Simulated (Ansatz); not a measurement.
# What La3InB (Pm-3m) distorts into, part 2 of 3

Aim: this structure of La3InB (Pm-3m) is to be tested for unstable modes, and one is followed downhill.

Ansatz 0.2.0; DFT PBEsol, scalar-relativistic, plane waves, PAW; PAW set soft_1.

So far, highest frequency on the path or at a solved wavevector (cm⁻¹): step 2 (phonons on a q mesh) 410. Also lowest frequency on the path (cm⁻¹): step 2 -118.

### 6. Relaxation from the frozen mode

Starting from the lowest point found, all atoms and the cell are let go, so that strain and other modes of the same symmetry can join in.

File input.yaml:

```yaml
crystal:
  lattice:
    - [5.2472787968, 0.0, 0.0]
    - [0.0, 5.2472787968, 0.0]
    - [0.0, 0.0, 5.2472787968]
  atoms:
    - { symbol: La, position: [0.5, 0.0019742883, 0.4982888082] }
    - { symbol: La, position: [0.5, 0.4982888082, 0.0019742883] }
    - { symbol: La, position: [0.0, 0.4982888082, 0.4982888082] }
    - { symbol: In, position: [0.0, -2.43226e-05, -2.43226e-05] }
    - { symbol: B, position: [0.5, 0.5188659595, 0.5188659595] }
kpoints:
  mp_grid: { grid: [8, 8, 8] }
hamiltonian:
  xc: pbesol
  pseudopotentials: { kind: paw, azcp: { folder: soft_1 }, xc_functional: pbe }
scf:
  occupations: { method: methfessel_paxton, width: 0.2 }
output:
  forces: true
  stress: true
  eigenvalues: true
relax:
  adjacent_minimum: "off"
  f_tol: 0.002
  max_steps: 120
  cell: { stress_tol: 0.03 }
```

Launch:

```bash
ansatz run input.yaml --threads 4 --pin off --max-ram 10240MiB --backend cpu --events-out ev --progress --plain --runs-dir out
```

Numbers of over 12 decimals in the logs are rounded to 6 here.

Log:

```text
[...]
Crystal: 5 atoms, lattice volume = 144.478 Å³
Basis set: ecut = 420 eV, 2801 PW (Γ), exchange–correlation on 72×72×72 points (8 copies of the dense FFT grid, shifted against one another)
Bands: 30, of which v1, the nominal top of the filled ones, is band 25 counted from 1 (24 counted from 0)
Symmetry: 4 space group operations
[...]
k-points: 105 of 512 (time reversal used)
[...]
SCF iter   1: F=—  HF=-24168.926826 eV  |F-HF|=—  |Δ(HF+E_count)|=         —  Δρ=6.97e-2  dr2=2.85e1  ethr=3.10e-3  ⟨swp⟩=4.9  Hψ=14881  notcnv=0
[...]
SCF iter  10: F=-24163.263099 eV  HF=-24163.263099 eV  |F-HF|=1.09e-11  |Δ(HF+E_count)|=   1.41e-8  S|Δr|=    0.00e0  Δρ=8.51e-7  dr2=1.13e-9  ethr=2.04e-10  ⟨swp⟩=11.2  Hψ=17489  notcnv=0
SCF 1 converged in 10 iterations: F = -24163.263099 eV  dr2 = 1.13e-9
[...]
relax step   1: F+E_penalty+E_count = -24163.26309850 eV  Δ(F+E_penalty+E_count) = +0.000e0 eV  max|allowed force component| = 1.081e-1 eV/Å  Δτ_max = 0.0000 Å  P = -0.050 GPa  Ω = 144.478 Å³  (10 SCF iters, dr2 threshold 1.00e-7 eV, accepted)
Crystal: 5 atoms, lattice volume = 143.776 Å³
[...]
iter 1 solved again at ethr=2.37e-4 eV; its pass at ethr=3.10e-3 eV (dr2=1.16e-1 eV) is discarded
[...]
SCF iter   6: F=-24163.230631 eV  HF=-24163.230631 eV  |F-HF|=1.72e-7  |Δ(HF+E_count)|=   1.36e-6  S|Δr|=    0.00e0  Δρ=1.22e-5  dr2=3.68e-7  ethr=1.02e-9  ⟨swp⟩=9.7  Hψ=21109  notcnv=0
SCF 2 converged in 6 iterations: F = -24163.230631 eV  dr2 = 3.68e-7
relax step   2: F+E_penalty+E_count = -24163.23063070 eV  Δ(F+E_penalty+E_count) = +3.247e-2 eV  max|allowed force component| = 4.594e-1 eV/Å  Δτ_max = 0.0766 Å  P = -0.161 GPa  Ω = 143.776 Å³  energy of the carried Pulay correction = +7.061e-5 eV  (6 SCF iters, dr2 threshold 5.00e-7 eV, rejected (line search))
Crystal: 5 atoms, lattice volume = 144.204 Å³
[...]
SCF iter  10: F=-24163.264964 eV  HF=-24163.264964 eV  |F-HF|=7.28e-12  |Δ(HF+E_count)|=  3.64e-12  S|Δr|=    0.00e0  Δρ=5.09e-8  dr2=3.67e-12  ethr=1.00e-12  ⟨swp⟩=11.1  Hψ=20109  notcnv=0
SCF 3 converged in 10 iterations: F = -24163.264964 eV  dr2 = 3.67e-12
relax step   3: F+E_penalty+E_count = -24163.26496380 eV  Δ(F+E_penalty+E_count) = -1.865e-3 eV  max|allowed force component| = 7.234e-3 eV/Å  Δτ_max = 0.0138 Å  P = -0.022 GPa  Ω = 144.204 Å³  energy of the carried Pulay correction = +2.751e-5 eV  (10 SCF iters, accepted)
[... from here on, the SCF cycles and remarks between the steps are left out ...]
relax step   4: F+E_penalty+E_count = -24163.26505138 eV  Δ(F+E_penalty+E_count) = -8.757e-5 eV  max|allowed force component| = 8.206e-3 eV/Å  Δτ_max = 0.0023 Å  P = -0.005 GPa  Ω = 144.153 Å³  energy of the carried Pulay correction = +3.267e-5 eV  (5 SCF iters, dr2 threshold 7.51e-9 eV, accepted)
relax step   5: F+E_penalty+E_count = -24163.26600789 eV  Δ(F+E_penalty+E_count) = -9.565e-4 eV  max|allowed force component| = 2.616e-2 eV/Å  Δτ_max = 0.0300 Å  P = +0.094 GPa  Ω = 143.835 Å³  energy of the carried Pulay correction = +6.467e-5 eV  (7 SCF iters, dr2 threshold 4.21e-9 eV, accepted)
relax step   6: F+E_penalty+E_count = -24163.26877312 eV  Δ(F+E_penalty+E_count) = -2.765e-3 eV  max|allowed force component| = 5.795e-2 eV/Å  Δτ_max = 0.0380 Å  P = +0.154 GPa  Ω = 143.556 Å³  energy of the carried Pulay correction = +9.278e-5 eV  (6 SCF iters, dr2 threshold 8.15e-8 eV, accepted)
relax step   7: F+E_penalty+E_count = -24163.28160769 eV  Δ(F+E_penalty+E_count) = -1.283e-2 eV  max|allowed force component| = 1.277e-1 eV/Å  Δτ_max = 0.0831 Å  P = +0.240 GPa  Ω = 142.826 Å³  energy of the carried Pulay correction = +1.667e-4 eV  (6 SCF iters, dr2 threshold 2.10e-7 eV, accepted)
relax step   8: F+E_penalty+E_count = -24163.28661120 eV  Δ(F+E_penalty+E_count) = -5.004e-3 eV  max|allowed force component| = 1.985e-1 eV/Å  Δτ_max = 0.1519 Å  P = +0.339 GPa  Ω = 141.296 Å³  energy of the carried Pulay correction = +3.227e-4 eV  (6 SCF iters, dr2 threshold 5.00e-7 eV, accepted)
relax step   9: F+E_penalty+E_count = -24163.30261948 eV  Δ(F+E_penalty+E_count) = -1.601e-2 eV  max|allowed force component| = 1.514e-1 eV/Å  Δτ_max = 0.0932 Å  P = +0.133 GPa  Ω = 142.631 Å³  energy of the carried Pulay correction = +1.864e-4 eV  (6 SCF iters, dr2 threshold 5.00e-7 eV, accepted)
relax step  10: F+E_penalty+E_count = -24163.31277221 eV  Δ(F+E_penalty+E_count) = -1.015e-2 eV  max|allowed force component| = 7.657e-2 eV/Å  Δτ_max = 0.0354 Å  P = +0.085 GPa  Ω = 142.602 Å³  energy of the carried Pulay correction = +1.894e-4 eV  (5 SCF iters, dr2 threshold 5.00e-7 eV, accepted)
relax step  11: F+E_penalty+E_count = -24163.31726677 eV  Δ(F+E_penalty+E_count) = -4.495e-3 eV  max|allowed force component| = 7.740e-2 eV/Å  Δτ_max = 0.0626 Å  P = +0.159 GPa  Ω = 142.113 Å³  energy of the carried Pulay correction = +2.391e-4 eV  (6 SCF iters, dr2 threshold 4.11e-7 eV, accepted)
relax step  12: F+E_penalty+E_count = -24163.31806937 eV  Δ(F+E_penalty+E_count) = -8.026e-4 eV  max|allowed force component| = 8.766e-2 eV/Å  Δτ_max = 0.0346 Å  P = +0.060 GPa  Ω = 142.655 Å³  energy of the carried Pulay correction = +1.840e-4 eV  (5 SCF iters, dr2 threshold 3.74e-7 eV, accepted)
relax step  13: F+E_penalty+E_count = -24163.31979274 eV  Δ(F+E_penalty+E_count) = -1.723e-3 eV  max|allowed force component| = 1.388e-2 eV/Å  Δτ_max = 0.0212 Å  P = +0.008 GPa  Ω = 142.637 Å³  energy of the carried Pulay correction = +1.858e-4 eV  (5 SCF iters, dr2 threshold 4.80e-7 eV, accepted)
relax step  14: F+E_penalty+E_count = -24163.31978662 eV  Δ(F+E_penalty+E_count) = +6.124e-6 eV  max|allowed force component| = 1.634e-2 eV/Å  Δτ_max = 0.0108 Å  P = +0.053 GPa  Ω = 142.593 Å³  energy of the carried Pulay correction = +1.902e-4 eV  (6 SCF iters, dr2 threshold 1.20e-8 eV, rejected (line search))
relax step  15: F+E_penalty+E_count = -24163.31992701 eV  Δ(F+E_penalty+E_count) = -1.343e-4 eV  max|allowed force component| = 4.558e-3 eV/Å  Δτ_max = 0.0053 Å  P = -0.009 GPa  Ω = 142.700 Å³  energy of the carried Pulay correction = +1.794e-4 eV  (8 SCF iters, accepted)
relax step  16: F+E_penalty+E_count = -24163.31993790 eV  Δ(F+E_penalty+E_count) = -1.089e-5 eV  max|allowed force component| = 3.941e-3 eV/Å  Δτ_max = 0.0034 Å  P = +0.004 GPa  Ω = 142.685 Å³  energy of the carried Pulay correction = +1.809e-4 eV  (6 SCF iters, dr2 threshold 1.30e-9 eV, accepted)
relax step  17: F+E_penalty+E_count = -24163.31994585 eV  Δ(F+E_penalty+E_count) = -7.949e-6 eV  max|allowed force component| = 1.862e-4 eV/Å  Δτ_max = 0.0018 Å  P = +0.002 GPa  Ω = 142.678 Å³  energy of the carried Pulay correction = +1.817e-4 eV  (5 SCF iters, dr2 threshold 9.71e-10 eV, accepted)
[...]
SCF iter   1: F=—  HF=-24163.319795 eV  |F-HF|=—  |Δ(HF+E_count)|=         —  Δρ=1.20e-5  dr2=2.45e-8  ethr=2.43e-7  ⟨swp⟩=5.6  Hψ=24738  notcnv=0
eigensolver tolerance schedule: the retry pair's looser diagonalisation over-reported the residual by 4849.39 of it (diagonalisation noise at 0.61 of the residual, at the tolerance the schedule requests for it); recorded, not acted on — ethr = c·dr2/N_el stays at c = 1.0e-1
SCF iter   2: F=—  HF=-24163.319790 eV  |F-HF|=—  |Δ(HF+E_count)|=   5.18e-6  S|Δr|=    0.00e0  Δρ=6.27e-6  dr2=7.55e-9  ethr=5.00e-11  ⟨swp⟩=3.3  Hψ=7710  notcnv=0
[...]
SCF iter   5: F=-24163.319790 eV  HF=-24163.319790 eV  |F-HF|=1.09e-11  |Δ(HF+E_count)|=  3.64e-12  S|Δr|=    0.00e0  Δρ=3.34e-8  dr2=4.34e-12  ethr=1.00e-12  ⟨swp⟩=6.4  Hψ=15153  notcnv=0
SCF 18 converged in 5 iterations: F = -24163.319790 eV  dr2 = 4.34e-12
relax step  18: F+E_penalty+E_count = -24163.31979026 eV  Δ(F+E_penalty+E_count) = +1.556e-4 eV  max|allowed force component| = 1.829e-4 eV/Å  Δτ_max = 0.0000 Å  P = +0.001 GPa  Ω = 142.678 Å³  stress off target by 3.80e-3 GPa  SCF on the basis re-selected at this cell (its energy is not comparable with the rows above)  (5 SCF iters)
basis re-selected at this cell: Δ(F+E_penalty+E_count) = +1.556e-4 eV, ΔP = -0.001 GPa vs the last step (what re-selecting the basis moved, of the pressure what is left beyond the Pulay correction that the steps carried, after the strain that the cell walked since its last selection, with what the two solves' SCF thresholds leave and, on support functions, any second-order correction that the steps lacked; it is no m [...]
SCF converged after 5 iterations
[...]
Free energy (F): -24163.319790 eV
[...]
Internal energy: -24163.317617 eV  (E = F + TS)
E sigma→0 (E₀):  -24163.319247 eV
Entropy (-TS):   -0.002173 eV (-0.435 meV/atom)
Fermi energy:    10.292399 eV
[...]
--- Forces (eV/Å), atoms counted from 1 ---
  atom   1  La    -0.00000000    -0.00014949     0.00012504
  atom   2  La    -0.00000000     0.00012504    -0.00014949
  atom   3  La     0.00000000     0.00016264     0.00016264
  atom   4  In     0.00000000    -0.00018296    -0.00018296
  atom   5  B      0.00000000     0.00004448     0.00004448
  max |Σ_I F_I| component: 2.90e-7 eV/Å
--- Stress (GPa, compression-positive) ---
        0.001071       0.000000       0.000000
        0.000000       0.001005       0.002798
        0.000000       0.002798       0.001005
  P = ⅓ Tr σ = 0.0010 GPa (0.010 kbar)
--- Band table (eV; the first three rows and the last of 105) ---
  k-point 0: bands = [... 21 lower, 9.9238, 9.9350, 10.0147, 11.1988, 11.2617, 11.2674, 11.3626, 11.3674, ... 1 higher]
  k-point 1: bands = [... 21 lower, 9.7891, 10.0845, 10.0989, 10.8868, 11.1462, 11.1677, 11.3185, 11.4194, ... 1 higher]
  k-point 2: bands = [... 21 lower, 9.7554, 10.0357, 10.1618, 10.5423, 10.9762, 11.0035, 11.3932, 11.5873, ... 1 higher]
  k-point 104: bands = [... 21 lower, 7.8789, 10.7226, 10.7294, 10.7739, 11.5629, 11.8436, 11.8958, 12.0734, ... 1 higher]
--- Relaxed structure (17 steps of the walk, 15 accepted, 1 SCFs on fresh bases) ---
  F+E_penalty+E_count = -24163.31979026 eV   max|allowed force component| = 1.829e-4 eV/Å   (the final SCF, on the basis selected at the relaxed cell)
  cell:  # Å, volume = 142.6776 Å³
    - [5.220468, 0, 0]
    - [0, 5.228134, 0.054462]
    - [0, 0.054462, 5.228134]
  atoms:
    - { symbol: La, position: [0.5, 0.00151904, 0.541750] }
    - { symbol: La, position: [0.5, 0.541750, 0.00151904] }
    - { symbol: La, position: [0, 0.467511, 0.467511] }
    - { symbol: In, position: [0, 0.00328536, 0.00328536] }
    - { symbol: B, position: [0.5, 0.503328, 0.503328] }
```

Run time: 2.6 min. Hardware: 4 threads of AMD EPYC 9B14 (Zen 4), shared host; peak memory 0.8 GiB.

Relaxation path:

| step | energy less that of the first step (eV) | largest force component (eV/Å) | pressure (GPa) | volume (Å³) |
| --- | --- | --- | --- | --- |
| 1 | 0.0000 | 0.1081 | -0.05 | 144.48 |
| 2 | 0.0325 | 0.4594 | -0.16 | 143.78 |
| 3 | -0.0019 | 0.0072 | -0.02 | 144.20 |
| 4 | -0.0020 | 0.0082 | 0.00 | 144.15 |
| 5 | -0.0029 | 0.0262 | 0.09 | 143.83 |
| 6 | -0.0057 | 0.0579 | 0.15 | 143.56 |
| 7 | -0.0185 | 0.1277 | 0.24 | 142.83 |
| 8 | -0.0235 | 0.1985 | 0.34 | 141.30 |
| 9 | -0.0395 | 0.1514 | 0.13 | 142.63 |
| 10 | -0.0497 | 0.0766 | 0.08 | 142.60 |
| 11 | -0.0542 | 0.0774 | 0.16 | 142.11 |
| 12 | -0.0550 | 0.0877 | 0.06 | 142.65 |
| 13 | -0.0567 | 0.0139 | 0.01 | 142.64 |
| 14 | -0.0567 | 0.0163 | 0.05 | 142.59 |
| 15 | -0.0568 | 0.0046 | -0.01 | 142.70 |
| 16 | -0.0568 | 0.0039 | 0.00 | 142.69 |
| 17 | -0.0568 | 0.0002 | 0.00 | 142.68 |
| 18* | -0.0567 | 0.0002 | 0.00 | 142.68 |

Relaxation steps marked * repeat the geometry before them on a plane-wave basis chosen anew for their cell, so energy and pressure can jump there. Relaxation steps 2, 14 were tried and not accepted.

Forces are held to the 4 operations that the run works with; a distortion that breaks them can't arise in this run.

| conventional cell, symmetrised | before | after | change |
| --- | --- | --- | --- |
| a (Å) | 5.247 | 5.220 | -0.5 % |
| b (Å) | 7.421 | 7.317 | -1.4 % |
| c (Å) | 7.421 | 7.471 | +0.7 % |
| volume (Å³/atom) | 28.90 | 28.54 | -1.2 % |

The atoms that moved most (Å, as changes of fractional coordinates times the final cell):

| atom | dx | dy | dz | length |
| --- | --- | --- | --- | --- |
| La3 | 0.000 | -0.163 | -0.163 | 0.230 |
| La1 | 0.000 | 0.000 | 0.227 | 0.227 |
| La2 | 0.000 | 0.227 | 0.000 | 0.227 |
| B5 | 0.000 | -0.082 | -0.082 | 0.116 |
| In4 | 0.000 | 0.017 | 0.017 | 0.025 |

The relaxed structure:

```xyz
5
Lattice="5.2205 0.0000 0.0000 0.0000 5.2281 0.0545 0.0000 0.0545 5.2281" Properties=species:S:1:pos:R:3 pbc="T T T"
La    2.6102    0.0374    2.8324
La    2.6102    2.8324    0.0374
La    0.0000    2.4697    2.4697
In    0.0000    0.0174    0.0174
B     2.6102    2.6589    2.6589
```

Numbers from this step:

| Property | Result |
| --- | --- |
| pressure | 0.001027 GPa |
| volume per atom | 28.54 Å³ |

The distorted start has space group Amm2; the relaxation ends in Amm2.

### 7. The new phase in its own primitive cell

The relaxed structure is symmetrised, reduced to its primitive cell and relaxed tightly, as its phonons need.

input.yaml, the sections that differ from step 6:

```yaml
crystal:
  lattice:
    - [5.2204680877, 0.0, 0.0]
    - [0.0, 3.6583386358, 3.735359009]
    - [0.0, -3.6583386358, 3.735359009]
  atoms:
    - { symbol: La, position: [0.5, 0.0015190399, 0.5417501103] }
    - { symbol: La, position: [0.5, 0.5417501103, 0.0015190399] }
    - { symbol: La, position: [0.0, 0.4675112055, 0.4675112055] }
    - { symbol: In, position: [0.0, 0.0032853601, 0.0032853601] }
    - { symbol: B, position: [0.5, 0.5033278257, 0.5033278257] }
relax:
  adjacent_minimum: "off"
  f_tol: 0.001
  max_steps: 60
  cell: { stress_tol: 0.01 }
# kpoints, hamiltonian, scf, output: as in step 6
```

Log:

```text
[...]
Crystal: 5 atoms, lattice volume = 142.678 Å³
Basis set: ecut = 420 eV, 2813 PW (Γ), exchange–correlation on 72×72×72 points (8 copies of the dense FFT grid, shifted against one another)
Bands: 30, of which v1, the nominal top of the filled ones, is band 25 counted from 1 (24 counted from 0)
Symmetry: 4 space group operations
[...]
k-points: 105 of 512 (time reversal used)
[...]
cell:  # Å, volume = 142.6776 Å³
    - [5.2204680877, 0.0, 0.0]
    - [0.0, 3.6583386358, 3.735359009]
    - [0.0, -3.6583386358, 3.735359009]
  atoms:
    - { symbol: La, position: [0.500000, 0.00151904, 0.541750] }
    - { symbol: La, position: [0.500000, 0.541750, 0.00151904] }
    - { symbol: La, position: [0.0, 0.467511, 0.467511] }
    - { symbol: In, position: [0.0, 0.00328536, 0.00328536] }
    - { symbol: B, position: [0.500000, 0.503328, 0.503328] }
[key lines of the parts left out:]
SCF converged after 7 iterations
Free energy (F): -24163.319790 eV
Fermi energy:    10.292399 eV
P = ⅓ Tr σ = 0.0010 GPa (0.010 kbar)
```

The job ended after 19 s (4 threads; peak memory 0.77 GiB).

Little changed from the start: no atom moved by 0.005 Å and no cell edge by 0.1 %.

Numbers from this step:

```yaml
pressure: 0.001025 GPa
```

The largest force component left is 0.26 meV/Å and the pressure is 0.001 GPa, within the tolerances set. The cell now holds 28.54 Å³/atom.

[end of part 2 of 3]

[Logs are printed without paths, hosts, clocks, repeated set-up lines and the standing remarks that a program may print on its own settings, such as how far it seeks lower states.]

[Hosts, paths, dates, database ids (printed as entryN), source tags and the programs' standing remarks are cut or masked in the printed files.]
